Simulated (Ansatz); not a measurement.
# SiO2 (P4_2/mnm): zone-centre modes under pressure, part 3 of 4

Wanted: Grüneisen parameters and pressure coefficients of the modes of SiO2 (P4_2/mnm).

Ansatz 0.2.0; DFT PBE, scalar-relativistic, plane waves, PAW; PAW set soft_1.

So far, highest optical mode at the zone centre (no LO-TO term) (cm⁻¹): step 4 (modes at rest) 905.

### 6. Modes of this member: 1.06 times the volume at rest

The zone-centre modes follow for 1.06 times the volume at rest, with the response to a field.

File input.yaml:

```yaml
crystal:
  lattice:
    - [4.3475965126, 0.0, 0.0]
    - [0.0, 4.3475965126, 0.0]
    - [0.0, 0.0, 2.7065817654]
  atoms:
    - { symbol: O, position: [0.6894905099, 0.6894905099, 0.0] }
    - { symbol: O, position: [0.1894905099, 0.8105094901, 0.5] }
    - { symbol: O, position: [0.3105094901, 0.3105094901, 0.0] }
    - { symbol: O, position: [0.8105094901, 0.1894905099, 0.5] }
    - { symbol: Si, position: [0.5, 0.5, 0.5] }
    - { symbol: Si, position: [0.0, 0.0, 0.0] }
kpoints:
  mp_grid: { grid: [8, 8, 8] }
hamiltonian:
  xc: pbe
  pseudopotentials: { kind: paw, azcp: { folder: soft_1 } }
scf:
  occupations: { method: fixed }
output:
  eigenvalues: true
phonons:
  method: dfpt
  dielectric: true
  rigid_motions: translations
```

The run is started by

```sh
ansatz run input.yaml --threads 4 --pin off --max-ram 16384MiB --backend cpu --events-out ev --progress --plain --runs-dir out
```

Numbers of over 12 decimals in the logs are rounded to 6 here.

The log of the run:

```text
[...]
Crystal: 6 atoms, lattice volume = 51.159 Å³
Basis set: ecut = 420 eV, 1033 PW (Γ), exchange–correlation on 60×60×40 points (8 copies of the dense FFT grid, shifted against one another)
Bands: 22, of which v1, the nominal top of the filled ones, is band 16 counted from 1 (15 counted from 0)
Symmetry: 16 space group operations
k-points: 260 of 512 (irreducible under 1 space group operation, time reversal used)
[...]
SCF iter   1: F=—  HF=-3548.939489 eV  |F-HF|=—  |Δ(HF+E_count)|=         —  Δρ=1.34e-1  dr2=7.80e0  ethr=3.10e-3  ⟨swp⟩=4.5  Hψ=25509  notcnv=0  defer=1036
[...]
SCF iter   8: F=-3546.922562 eV  HF=-3546.922562 eV  |F-HF|=8.73e-11  |Δ(HF+E_count)|=   5.27e-9  Δρ=4.41e-7  dr2=6.94e-11  ethr=1.00e-12  ⟨swp⟩=14.2  Hψ=42345  notcnv=0
SCF 1 converged in 8 iterations: F = -3546.922562 eV  dr2 = 6.94e-11
[...]
Bands: 17, of which v1, the nominal top of the filled ones, is band 16 counted from 1 (15 counted from 0)
k-points: 40 of 512
[...]
Eigensolver: Dense (40 Hₖ)
SCF iter   1: F=—  HF=-3546.917953 eV  |F-HF|=—  |Δ(HF+E_count)|=         —  Δρ=3.89e-4  dr2=1.39e-5  ethr=1.00e-1
[...]
SCF iter   4: F=-3546.917959 eV  HF=-3546.917959 eV  |F-HF|=4.26e-9  |Δ(HF+E_count)|=   2.13e-7  Δρ=5.03e-6  dr2=4.38e-9  ethr=1.86e-9
SCF 1 converged in 4 iterations: F = -3546.917959 eV  dr2 = 4.38e-9
[...]
SCF converged after 8 iterations
Free energy (F): -3546.922562 eV
[...]
Internal energy: -3546.922562 eV  (E = F + TS)
E sigma→0 (E₀):  -3546.922562 eV
Fermi energy:    8.980019 eV
[...]
--- Band table (eV; the first three rows and the last of 260) ---
  k-point 0: bands = [... 12 lower, 6.4914, 8.1998, 8.1998, 8.9800, 13.2937, 15.5573, 17.1652, 17.1652, ... 2 higher]
  k-point 1: bands = [... 12 lower, 5.7218, 8.0773, 8.0773, 8.8452, 14.0785, 16.5212, 17.9701, 17.9701, ... 2 higher]
  k-point 2: bands = [... 12 lower, 4.6716, 7.6700, 7.6700, 8.3963, 15.3590, 18.0600, 18.8107, 19.4996, ... 2 higher]
  k-point 259: bands = [... 12 lower, 7.2548, 7.2548, 7.6807, 7.6807, 15.4051, 15.4051, 18.9687, 18.9687, ... 2 higher]
[...]
ASR residual: 2.704e-4 → 0.000e0 eV/Å²; symmetrization residual: 1.153e-6 eV/Å²
  ASR residual per site (eV/Å²): 6.49e-5 6.49e-5 6.49e-5 6.49e-5 2.70e-4 2.70e-4
[...]
ε∞ (high-frequency dielectric tensor):
        3.515888     0.000000     0.000000
        0.000000     3.515888     0.000000
        0.000000     0.000000     3.660677
  ε⁰ (static dielectric tensor: ions relaxed, cell fixed):
       20.150592    -0.000000     0.000000
       -0.000000    20.150592     0.000000
        0.000000     0.000000     9.690044
  ε⁰ − ε∞ (ionic part):
       16.634704    -0.000000    -0.000000
       -0.000000    16.634704     0.000000
       -0.000000     0.000000     6.029366
[...]
Born effective charges Z* (e; rows j = field, columns β = displacement):
    site 0:
        -1.93622   -0.63303   -0.00000
        -0.63303   -1.93622   -0.00000
        -0.00000   -0.00000   -2.06773
    site 1:
        -1.93622    0.63303   -0.00000
         0.63303   -1.93622   -0.00000
        -0.00000   -0.00000   -2.06773
    site 2:
        -1.93622   -0.63303   -0.00000
        -0.63303   -1.93622   -0.00000
        -0.00000   -0.00000   -2.06773
    site 3:
        -1.93622    0.63303   -0.00000
         0.63303   -1.93622   -0.00000
        -0.00000   -0.00000   -2.06773
    site 4:
         3.87243   -0.48469    0.00000
        -0.48469    3.87243    0.00000
         0.00000    0.00000    4.13547
    site 5:
         3.87243    0.48469    0.00000
         0.48469    3.87243    0.00000
         0.00000    0.00000    4.13547
  Z* charge neutrality: 1.954e-3 e pre-enforcement
  solved inside a basis spanned on kpoints, on 8×8×8 k-points, its susceptibility summed on 8×8×12: ε∞ is read to err by 8.9e-3, Z* by 1.6e-2 e (field_mesh: kpoints solves on kpoints); Z* is corrected for what the basis lacks
  optical modes at Γ without the LO–TO term, one row a degenerate level:
      ω (cm⁻¹)  modes    IR ((D/Å)²/amu)
        232.32      1             0.0000
        315.11      2            73.9479
        353.44      1             0.0000
        482.03      2             5.0289
        525.80      2             0.0000
        537.49      1             0.0000
        603.99      1            52.7589
        680.26      1             0.0000
        680.47      1             0.0000
        773.65      2            18.9398
        842.26      1             0.0000
  optical modes at Γ + LO–TO along q̂ = [1.0000, 0.0000, 0.0000]:
      ω (cm⁻¹)  modes    IR ((D/Å)²/amu)
        232.32      1             0.0000
        315.11      1            36.9739
[...]
optical modes at Γ + LO–TO along q̂ = [0.0000, 1.0000, 0.0000]:
      ω (cm⁻¹)  modes    IR ((D/Å)²/amu)
[...]
939.68      1            38.8287
  optical modes at Γ + LO–TO along q̂ = [0.0000, 0.0000, 1.0000]:
      ω (cm⁻¹)  modes    IR ((D/Å)²/amu)
        232.32      1             0.0000
        315.11      2            73.9479
        353.44      1             0.0000
        482.03      2             5.0289
        525.80      2             0.0000
        537.49      1             0.0000
        680.26      1             0.0000
        680.47      1             0.0000
        773.65      2            18.9398
        842.26      1             0.0000
        982.69      1            52.7589
```

The job ended after 56 s (4 threads of Intel Xeon Platinum 8259CL at 2.50GHz (Skylake/Cascade Lake), shared host; peak memory 1.4 GiB).

Numbers from this step:

```
sum-rule residual before enforcement                    : 2.70e-4 eV/Å²
miss of the charge sum rule                             : 0.001954 e
estimated error of the dielectric tensor                : 0.008933
estimated error of the Born charges                     : 0.01575 e
highest optical mode at the zone centre (no LO-TO term) : 842.3 cm⁻¹
lowest optical zone-centre mode                         : 232.3 cm⁻¹
mean high-frequency dielectric constant                 : 3.564
largest Born charge (third of the trace)                : 3.960 e
mean static dielectric constant                         : 16.66
top of the zone-centre spectrum with the field          : 982.7 cm⁻¹
```

Without the LO-TO term. Patterns of degenerate modes are one choice out of their space. The modes at Γ (shares of kinetic energy by element, %):

```
mode  frequency (cm⁻¹)  symmetry  O %  Si %
   1               0.0  acoustic   53    47
   2               0.0  acoustic   53    47
   3               0.0  acoustic   53    47
   4             232.3       B1g  100     0
   5             315.1        Eu   33    67
   6             315.1        Eu   33    67
   7             353.4       B1u   18    82
   8             482.0        Eu   72    28
   9             482.0        Eu   72    28
  10             525.8        Eg  100     0
  11             525.8        Eg  100     0
  12             537.5       A2g  100     0
  13             604.0       A2u   47    53
  14             680.3       B1u   82    18
  15             680.5       A1g  100     0
  16             773.6        Eu   42    58
  17             773.6        Eu   42    58
  18             842.3       B2g  100     0
```

Displacements in mode 4 (232.3 cm⁻¹), the largest set to 1:
```
O1   1.00 -1.00  0.00
O2   1.00  1.00  0.00
O3  -1.00  1.00  0.00
O4  -1.00 -1.00  0.00
Si5  0.00  0.00  0.00
Si6  0.00  0.00  0.00
```

Displacements in mode 10 (525.8 cm⁻¹), the largest set to 1:
```
O1   0.00  0.00 -0.18
O2   0.00  0.00 -1.00
O3   0.00  0.00  0.18
O4   0.00  0.00  1.00
Si5  0.00  0.00  0.00
Si6  0.00  0.00  0.00
```

Transverse modes. Lines of the infrared spectrum (strongest = 100):

```
position (cm⁻¹)  lines merged  relative intensity
            232             1                 0.0
            315             1                 100
            353             1                 0.0
            482             1                 6.8
            526             1                 0.0
            538             1                 0.0
            604             1                  71
            680             2                 0.0
            774             1                  26
            842             1                 0.0
```

Without the LO-TO term the lowest optical mode is real, 232 cm⁻¹, and the highest lies at 842.3 cm⁻¹.

For the highest optical mode at the zone centre (no LO-TO term), step 4 gave 905 cm⁻¹; this run, with volume ratio 1.06, gives 842 cm⁻¹ (-7 %).

### 7. Relaxation of a member: 0.9 times the volume at rest

The cell is set to 0.9 times the volume at rest, and shape and atoms relax at that volume.

File input.yaml:

```yaml
crystal:
  lattice:
    - [4.0680907387, 0.0, 0.0]
    - [0.0, 4.0680907387, 0.0]
    - [0.0, 0.0, 2.6246717485]
  atoms:
    - { symbol: O, position: [0.6961345249, 0.6961345249, 0.0] }
    - { symbol: O, position: [0.1961345249, 0.8038654751, 0.5] }
    - { symbol: O, position: [0.3038654751, 0.3038654751, 0.0] }
    - { symbol: O, position: [0.8038654751, 0.1961345249, 0.5] }
    - { symbol: Si, position: [0.5, 0.5, 0.5] }
    - { symbol: Si, position: [0.0, 0.0, 0.0] }
kpoints:
  mp_grid: { grid: [8, 8, 8] }
hamiltonian:
  xc: pbe
  pseudopotentials: { kind: paw, azcp: { folder: soft_1 } }
scf:
  occupations: { method: fixed }
output:
  forces: true
  stress: true
  eigenvalues: true
relax:
  adjacent_minimum: "off"
  f_tol: 0.001
  max_steps: 60
  cell: { stress_tol: 0.01, fix: [volume] }
```

The log of the run:

```text
[...]
Crystal: 6 atoms, lattice volume = 43.437 Å³
Basis set: ecut = 420 eV, 825 PW (Γ), exchange–correlation on 60×60×36 points (8 copies of the dense FFT grid, shifted against one another)
Bands: 22, of which v1, the nominal top of the filled ones, is band 16 counted from 1 (15 counted from 0)
Symmetry: 16 space group operations
[...]
k-points: 75 of 512
[...]
cell:  # Å, volume = 43.4366 Å³
    - [4.064434, 0, 0.0]
    - [0, 4.064434, 0.0]
    - [0.0, 0.0, 2.629397]
  atoms:
    - { symbol: O, position: [0.696723, 0.696723, 0.0] }
    - { symbol: O, position: [0.196723, 0.803277, 0.5] }
    - { symbol: O, position: [0.303277, 0.303277, 0.0] }
    - { symbol: O, position: [0.803277, 0.196723, 0.5] }
    - { symbol: Si, position: [0.5, 0.5, 0.5] }
    - { symbol: Si, position: [0, 0, 0.0] }
[key lines of the parts left out:]
SCF converged after 6 iterations
Free energy (F): -3546.554115 eV
Fermi energy:    11.755988 eV
P = ⅓ Tr σ = 36.1621 GPa (361.621 kbar)
```

Wall time 8.7 s (4 threads); peak memory 0.44 GiB.

Relaxation path:

```
step  energy less that of the first step (eV)  largest force component (eV/Å)  pressure (GPa)  volume (Å³)
   1                                   0.0000                          0.0931           36.56        43.44
   2                                  -0.0005                          0.0668           36.46        43.44
   3                                  -0.0012                          0.0026           36.17        43.44
   4                                  -0.0012                          0.0016           36.16        43.44
   5                                  -0.0012                          0.0000           36.16        43.44
  6*                                  -0.0012                          0.0000           36.16        43.44
   7                                  -0.0012                          0.0000           36.16        43.44
  8*                                  -0.0012                          0.0000           36.16        43.44
```

Relaxation steps marked * repeat the geometry before them on a plane-wave basis chosen anew for their cell, so energy and pressure can jump there.

Forces are held to the 16 operations that the run works with; a distortion that breaks them can't arise in this run.

```
conventional cell, symmetrised  before  after  change
                         a (Å)   4.068  4.064  -0.1 %
                         b (Å)   4.068  4.064  -0.1 %
                         c (Å)   2.625  2.629  +0.2 %
              volume (Å³/atom)    7.24   7.24  -0.0 %
```

Final coordinates:

```cif
data_structure
_symmetry_space_group_name_H-M 'P 1'
_symmetry_Int_Tables_number 1
_cell_length_a 4.0644
_cell_length_b 4.0644
_cell_length_c 2.6294
_cell_angle_alpha 90.000
_cell_angle_beta 90.000
_cell_angle_gamma 90.000
_cell_volume 43.44
loop_
_atom_site_label
_atom_site_type_symbol
_atom_site_fract_x
_atom_site_fract_y
_atom_site_fract_z
_atom_site_occupancy
O1 O 0.69672 0.69672 0.00000 1
O2 O 0.19672 0.80328 0.50000 1
O3 O 0.30328 0.30328 0.00000 1
O4 O 0.80328 0.19672 0.50000 1
Si5 Si 0.50000 0.50000 0.50000 1
Si6 Si 0.00000 0.00000 0.00000 1
```

This step gave:

* pressure: 36.16 GPa
* gap on the k-mesh: 6.766 eV
* volume per atom: 7.239 Å³

The largest force component left is 0.0094 meV/Å, at a pressure of 36.16 GPa.

### 8. Modes of this member: 0.9 times the volume at rest

The zone-centre modes follow for 0.9 times the volume at rest, with the response to a field.

input.yaml, the sections that differ from step 7:

```yaml
crystal:
  lattice:
    - [4.0644336362, 0.0, 0.0]
    - [0.0, 4.0644336362, 0.0]
    - [0.0, 0.0, 2.629397136]
  atoms:
    - { symbol: O, position: [0.6967233828, 0.6967233828, 0.0] }
    - { symbol: O, position: [0.1967233828, 0.8032766172, 0.5] }
    - { symbol: O, position: [0.3032766172, 0.3032766172, 0.0] }
    - { symbol: O, position: [0.8032766172, 0.1967233828, 0.5] }
    - { symbol: Si, position: [0.5, 0.5, 0.5] }
    - { symbol: Si, position: [0.0, 0.0, 0.0] }
output:
  eigenvalues: true
phonons:
  method: dfpt
  dielectric: true
  rigid_motions: translations
# kpoints, hamiltonian, scf: as in step 7
# relax: removed
```

The log of the run:

```text
[...]
Crystal: 6 atoms, lattice volume = 43.437 Å³
Basis set: ecut = 420 eV, 825 PW (Γ), exchange–correlation on 60×60×36 points (8 copies of the dense FFT grid, shifted against one another)
Bands: 22, of which v1, the nominal top of the filled ones, is band 16 counted from 1 (15 counted from 0)
Symmetry: 16 space group operations
k-points: 260 of 512 (irreducible under 1 space group operation, time reversal used)
[...]
ω (cm⁻¹)  modes    IR ((D/Å)²/amu)
[...]
optical modes at Γ + LO–TO along q̂ = [0.0000, 1.0000, 0.0000]:
      ω (cm⁻¹)  modes    IR ((D/Å)²/amu)
[...]
optical modes at Γ + LO–TO along q̂ = [0.0000, 0.0000, 1.0000]:
      ω (cm⁻¹)  modes    IR ((D/Å)²/amu)
[...]
828.24      1             0.0000
        887.47      2            37.5206
       1041.06      1             0.0000
       1102.20      1            50.4098
[key lines of the parts left out:]
SCF converged after 8 iterations
Free energy (F): -3546.554115 eV
Fermi energy:    11.755988 eV
```

It took 50 s on 4 threads; peak memory 1.3 GiB.

Numbers from this step:

```yaml
sum_rule_residual_before_enforcement: 1.71e-4 eV/Å²
miss_of_the_charge_sum_rule: 0.001607 e
estimated_error_of_the_dielectric_tensor: 0.008002
estimated_error_of_the_born_charges: 0.01380 e
highest_optical_mode_at_the_zone_centre_no_lo_to_term: 1041 cm⁻¹
lowest_optical_zone_centre_mode: 176.6 cm⁻¹
mean_high_frequency_dielectric_constant: 3.357
largest_born_charge_third_of_the_trace: 3.873 e
mean_static_dielectric_constant: 9.145
top_of_the_zone_centre_spectrum_with_the_field: 1128 cm⁻¹
```

Without the LO-TO term. Patterns of degenerate modes are one choice out of their space. Modes at Γ, with each element's share of the kinetic energy:

```
mode  frequency (cm⁻¹)  symmetry  O %  Si %
   1               0.0  acoustic   53    47
   2               0.0  acoustic   53    47
   3               0.0  acoustic   53    47
   4             176.6       B1g  100     0
   5             399.1       B1u   21    79
   6             487.1        Eu   65    35
   7             487.1        Eu   65    35
   8             631.0        Eg  100     0
   9             631.0        Eg  100     0
  10             632.0       A2g  100     0
  11             692.5        Eu   15    85
  12             692.5        Eu   15    85
  13             709.8       A2u   47    53
  14             827.8       A1g  100     0
  15             828.2       B1u   79    21
  16             887.5        Eu   67    33
  17             887.5        Eu   67    33
  18            1041.1       B2g  100     0
```

Transverse modes. Infrared lines, with heights relative to the strongest:

```
position (cm⁻¹)  lines merged  relative intensity
            177             1                 0.0
            399             1                 0.0
            487             1                  85
            631             1                 0.0
            632             1                 0.0
            692             1                  24
            710             1                 100
            828             2                 0.0
            888             1                  74
           1041             1                 0.0
```

Without the LO-TO term the lowest optical mode is real, 177 cm⁻¹, and the highest lies at 1041.1 cm⁻¹.

For the highest optical mode at the zone centre (no LO-TO term), step 4 gave 905 cm⁻¹; this run, with volume ratio 0.9, gives 1041 cm⁻¹ (+15 %).

(Part 3 of 4 ends here.)

[Logs are printed without paths, hosts, clocks, repeated set-up lines and the standing remarks that a program may print on its own settings, such as how far it seeks lower states.]

[Hosts, paths, dates, database ids (printed as entryN), source tags and the programs' standing remarks are cut or masked in the printed files.]
